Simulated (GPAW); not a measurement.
# CuF2 (P2_1/c): the F K absorption edge, part 2 of 2

Aim: the near-edge shape at the F K edge of CuF2 (P2_1/c), and what the core hole does to it.

GPAW 26.7.0; X-ray absorption from dipole matrix elements to empty bands, plane-wave PAW LDA+U.

So far. Step 5 (Spectrum with FCH, F atom 3): Main maxima below 24 eV (height): 0.2 eV (0.69), 6.6 eV (2.08) and 11.4 eV (2.11).  Step 5 (Spectrum with FCH, F atom 3): The hole costs E(hole) − E(ground) = 674.95 eV, and the lowest empty level of the hole cell on the spectrum's mesh lies at 2.73 eV, which puts the zero at 677.68 eV.

## Step 6: Spectrum with HCH, F atom 3

The holes are 5.6 Å apart. The data set carries half a charge, which charge=0 leaves uncompensated but for the background. Half a hole is Slater's transition state, a compromise that weakens the attraction. After the field has converged, empty bands are computed with the density fixed and the dipole matrix elements are summed.

Changed against the first core-hole run: core hole from full to half.

xas.py reads:

```python
import numpy as np
from ase import Atoms
from ase.parallel import parprint, paropen
from gpaw import GPAW, PW, FermiDirac, Mixer, MixerDif, setup_paths
from gpaw.test import gen
setup_paths.insert(0, '.')
gen('F', name='hch1s', xcname='LDA', corehole=(1, 0, 0.5), write_xml=True)
from gpaw.mpi import world
world.barrier()

atoms = Atoms('Cu6F12',
    cell=[[-3.32, -4.54, 0],
     [3.8531317, 0, 4.55893305],
     [-2.7868683, 4.54, 4.55893305]],
    scaled_positions=[[0, 0, 0.5],
     [0.66666667, 0.33333333, 0.16666667],
     [0.33333333, 0.66666667, 0.83333333],
     [0, 0, 0],
     [0.66666667, 0.33333333, 0.66666667],
     [0.33333333, 0.66666667, 0.33333333],
     [0.31466667, 0.28533333, 0.51466667],
     [0.98133333, 0.61866667, 0.18133333],
     [0.648, 0.952, 0.848],
     [0.752, 0.248, 0.452],
     [0.41866667, 0.58133333, 0.11866667],
     [0.08533333, 0.91466667, 0.78533333],
     [0.352, 0.048, 0.152],
     [0.01866667, 0.38133333, 0.81866667],
     [0.68533333, 0.71466667, 0.48533333],
     [0.91466667, 0.08533333, 0.21466667],
     [0.58133333, 0.41866667, 0.88133333],
     [0.248, 0.752, 0.548]],
    magmoms=[1.0, 1.0, 1.0, -1.0, -1.0, -1.0, 0.0, 0.0, 0.0, 0.0, 0.0, 0.0, 0.0, 0.0, 0.0, 0.0, 0.0, 0.0],
    pbc=True)
atoms.calc = calc = GPAW(legacy_gpaw=True, mode=PW(500, force_complex_dtype=True), xc='LDA', setups={'Cu': ':d,5', 6: 'hch1s'},
    kpts={'size': (3, 2, 2), 'gamma': True}, occupations=FermiDirac(0.02),
    charge=0, mixer=MixerDif(0.05, 8, 50), maxiter=150,
    convergence={'density': 0.0001, 'eigenstates': 1e-6}, txt='scf.txt')
energy = atoms.get_potential_energy() + calc.get_reference_energy()
ef = calc.get_fermi_level()
out = dict(energy=energy, fermi=ef, forces=atoms.get_forces().tolist(), magmoms=atoms.get_magnetic_moments().tolist())
parprint(f'all-electron energy {energy:.4f} eV, Fermi level {ef:.4f} eV')
ev = np.array([[calc.get_eigenvalues(k, s) for k in range(len(calc.get_ibz_k_points()))] for s in range(calc.get_number_of_spins())])
out['homo'], out['lumo'], out['counts'] = ev[ev < ef].max(), ev[ev > ef].min(), sorted(set((ev < ef).sum((0, 2)).tolist()))
out['filled'] = (ev[:, 0] < ef).sum(1).tolist()

from ase.units import Ha
from gpaw.xas import dipole_matrix_elements
nb = int(calc.get_number_of_electrons() / 2) + 125
top, nb = nb, nb + 8 + nb // 12
nscf = calc.fixed_density(kpts={'size': (3, 3, 3), 'gamma': True}, nbands=nb,
    convergence={'bands': top, 'eigenstates': 5e-3}, maxiter=60, txt='nscf.txt')
cell = atoms.cell.array
ops = [cell.T @ U.T @ np.linalg.inv(cell.T) for U in nscf.wfs.kd.symmetry.op_scc]
filled = [75, 75]  # bands filled in the ground state, by spin
E = np.arange(-6, 34, 0.1)
fwhm = np.interp(E, [4, 25], [0.9, 3.5])
Y, X, zero, highest = 0, 0, 1e9, 1e9
for spin in range(nscf.get_number_of_spins()):
    wfs = nscf.wfs
    mine = wfs.bd.get_slice()  # this rank's bands
    A = dipole_matrix_elements(wfs.setups[6])
    eps = np.zeros((wfs.kd.nibzkpts, nb))
    d = np.zeros((3, A.shape[1], wfs.kd.nibzkpts, nb), complex)
    for kpt in wfs.kpt_u:
        if kpt.s == spin and 6 in kpt.P_ani:
            eps[kpt.k, mine] = kpt.eps_n * Ha
            d[:, :, kpt.k, mine] = (kpt.weight * wfs.nspins / 2) ** 0.5 * np.inner(A, kpt.P_ani[6])
    world.sum(eps)
    world.sum(d)
    T = np.einsum('amkn,bmkn->abkn', d, d.conj()).real
    T = sum(np.einsum('ai,ijkn,bj->abkn', R, T, R) for R in ops) / len(ops)
    empty = np.ones_like(eps, bool) & (np.arange(nb) >= filled[spin])
    zero, highest = min(zero, eps[empty].min()), min(highest, eps[:, top - 1].min())
    lines = [(eps, T, empty)] if spin == 0 else lines + [(eps, T, empty)]
for eps, T, empty in lines:
    f = np.einsum('aakn->akn', T).reshape(3, -1)
    x = eps.ravel() - zero
    w = np.interp(x, E, fwhm) / 2.35482
    g = np.exp(-0.5 * ((E[:, None] - x) / w) ** 2) / (w * (2 * np.pi) ** 0.5)
    Y = Y + (f * empty.ravel()) @ g.T
    X = X + (f * ~empty.ravel()) @ g.T
out.update(E=E.round(2).tolist(), xas=Y.tolist(), xes=X.tolist(), zero=zero, valid=highest - zero, nk=len(eps), nb=nb)
for i in range(0, len(E), 10):
    parprint(f'{E[i]:7.2f}', *(f'{v:10.3e}' for v in Y[:, i]))
import json
with paropen('out.json', 'w') as f:
    json.dump(out, f)
```

Command:

```sh
> OMP_NUM_THREADS=1 mpirun -n 4 gpaw python xas.py
```

The job ended after 3.4 min (4 MPI ranks of Intel Xeon Platinum 8488C (Sapphire Rapids), shared host; peak memory 0.73 GiB; 14 min of CPU time).

```tsv
E (eV)	first run	this run
-2.0	0.00	0.00
-1.0	0.01	0.01
0.0	0.61	0.85
1.0	0.11	0.15
2.0	0.02	0.01
3.0	0.10	0.15
4.0	0.23	0.30
5.0	1.34	1.08
6.0	2.04	1.54
7.0	2.05	1.88
8.0	1.74	1.82
9.0	1.38	1.32
10.0	1.20	1.18
11.0	1.99	2.08
12.0	1.84	1.95
13.0	1.17	1.38
14.0	0.96	1.13
15.0	0.77	0.86
16.0	0.62	0.66
17.0	0.55	0.57
18.0	0.56	0.55
19.0	0.59	0.55
20.0	0.68	0.61
21.0	0.85	0.77
22.0	1.02	0.91
23.0	1.12	0.98
24.0	1.16	1.02
25.0	1.17	1.02
26.0	1.14	0.99
27.0	1.09	0.96
28.0	1.07	0.95
29.0	1.10	0.97
30.0	1.12	1.00
31.0	1.13	0.99
32.0	1.12	0.99
```

The scaled spectrum changes by 14 % r.m.s. The highest intensity below 16 eV goes from 11.4 eV (2.11) to 11.4 eV (2.20).

## Step 7: What the core hole does

Both curves are counted from their own zero, so only the shift of weight within the empty states shows.

```tsv
E (eV)	no hole	FCH
-2.0	0.00	0.00
-1.0	0.01	0.01
0.0	1.16	0.61
1.0	0.20	0.11
2.0	0.01	0.02
3.0	0.22	0.10
4.0	0.50	0.23
5.0	0.79	1.34
6.0	1.33	2.04
7.0	1.52	2.05
8.0	1.91	1.74
9.0	1.17	1.38
10.0	1.19	1.20
11.0	2.02	1.99
12.0	1.93	1.84
13.0	1.58	1.17
14.0	1.28	0.96
15.0	0.96	0.77
16.0	0.73	0.62
17.0	0.60	0.55
18.0	0.54	0.56
19.0	0.51	0.59
20.0	0.57	0.68
21.0	0.71	0.85
22.0	0.81	1.02
23.0	0.87	1.12
24.0	0.90	1.16
25.0	0.89	1.17
26.0	0.85	1.14
27.0	0.83	1.09
28.0	0.84	1.07
29.0	0.87	1.10
30.0	0.89	1.12
31.0	0.87	1.13
32.0	0.85	1.12
```

With each curve scaled to its own mean, the area from −2 to 6 eV with the hole is 3.4 against 3.5, and the centre of weight from −1 to 20 eV moves by -0.1 eV (first and strongest maxima below 20 eV: 0.2 eV (1.35), 5.8 eV (1.38), 7.8 eV (1.94) and 11.4 eV (2.10) without the hole, 0.2 eV (0.69), 6.6 eV (2.08) and 11.4 eV (2.11) with it); the shape changes all the same, by 26 % r.m.s.

## Step 8: Outcome

- absorber and edge: F K, atom 3 of the ground-state input (counted from 1)
- surroundings: 1 Cu at 1.91 Å, 1 Cu at 1.93 Å and 1 Cu at 2.31 Å (distorted trigonal planar, site symmetry 1)
- highest intensity below 16 eV: 11.4 eV above the zero, height 2.11
- photon energy of the zero (spin-polarised hole, raw): 677.7 eV (LDA puts this hole about 5 eV below PBE, itself good to a few eV)

In words: The F K edge of atom 3, with 1 Cu at 1.91 Å, 1 Cu at 1.93 Å and 1 Cu at 2.31 Å (distorted trigonal planar, site symmetry 1), has its highest intensity of the first 16 eV at 11.4 eV above the zero, near 689 eV in photon energy (LDA puts this hole about 5 eV below PBE, itself good to a few eV), 2.1 times the mean level of the first 20 eV (Gaussian full width 0.9 eV up to 4 eV, rising linearly to 3.5 eV at 25 eV). With each curve scaled to its own mean, the area from −2 to 6 eV with the hole is 3.4 against 3.5, and the centre of weight from −1 to 20 eV moves by -0.1 eV (first and strongest maxima below 20 eV: 0.2 eV (1.35), 5.8 eV (1.38), 7.8 eV (1.94) and 11.4 eV (2.10) without the hole, 0.2 eV (0.69), 6.6 eV (2.08) and 11.4 eV (2.11) with it); the shape changes all the same, by 26 % r.m.s. Changing the core hole from full to half alters the shape by 14 % r.m.s., a modest effect on the whole. At the F K edge of atom 3 polarisation matters most near 11.4 eV, where the curves differ by 1.7 on this scale. The hole lies in one spin channel, while the script sums the empty states of both and takes the lower zero; where the two channels are split, this blurs and shifts the curve. The spins start antiferromagnetically in a simple order, which needn't be the measured one; gap and edge can depend on it. The holes are only 5.6 Å apart, so the shape is probably not converged with cell size; no larger cell was run here. The mesh is coarse (0.41 Å⁻¹ between points), so small maxima may be mesh ripples. The structure is a published determination, not relaxed.

[Logs are printed without paths, hosts, clocks, repeated set-up lines and the standing remarks that a program may print on its own settings, such as how far it seeks lower states.]

[Hosts, paths, dates, database ids (printed as entryN), source tags and the programs' standing remarks are cut or masked in the printed files.]

[Lists of maxima count a maximum above −3 eV only where it reaches 4 % of the highest in the window and stands out from its surroundings by 2 % of it (1.5 % where it reaches 55 %); shoulders and weaker maxima are passed over, and of the rest the first, up to two pre-edge ones and the few strongest are named.]
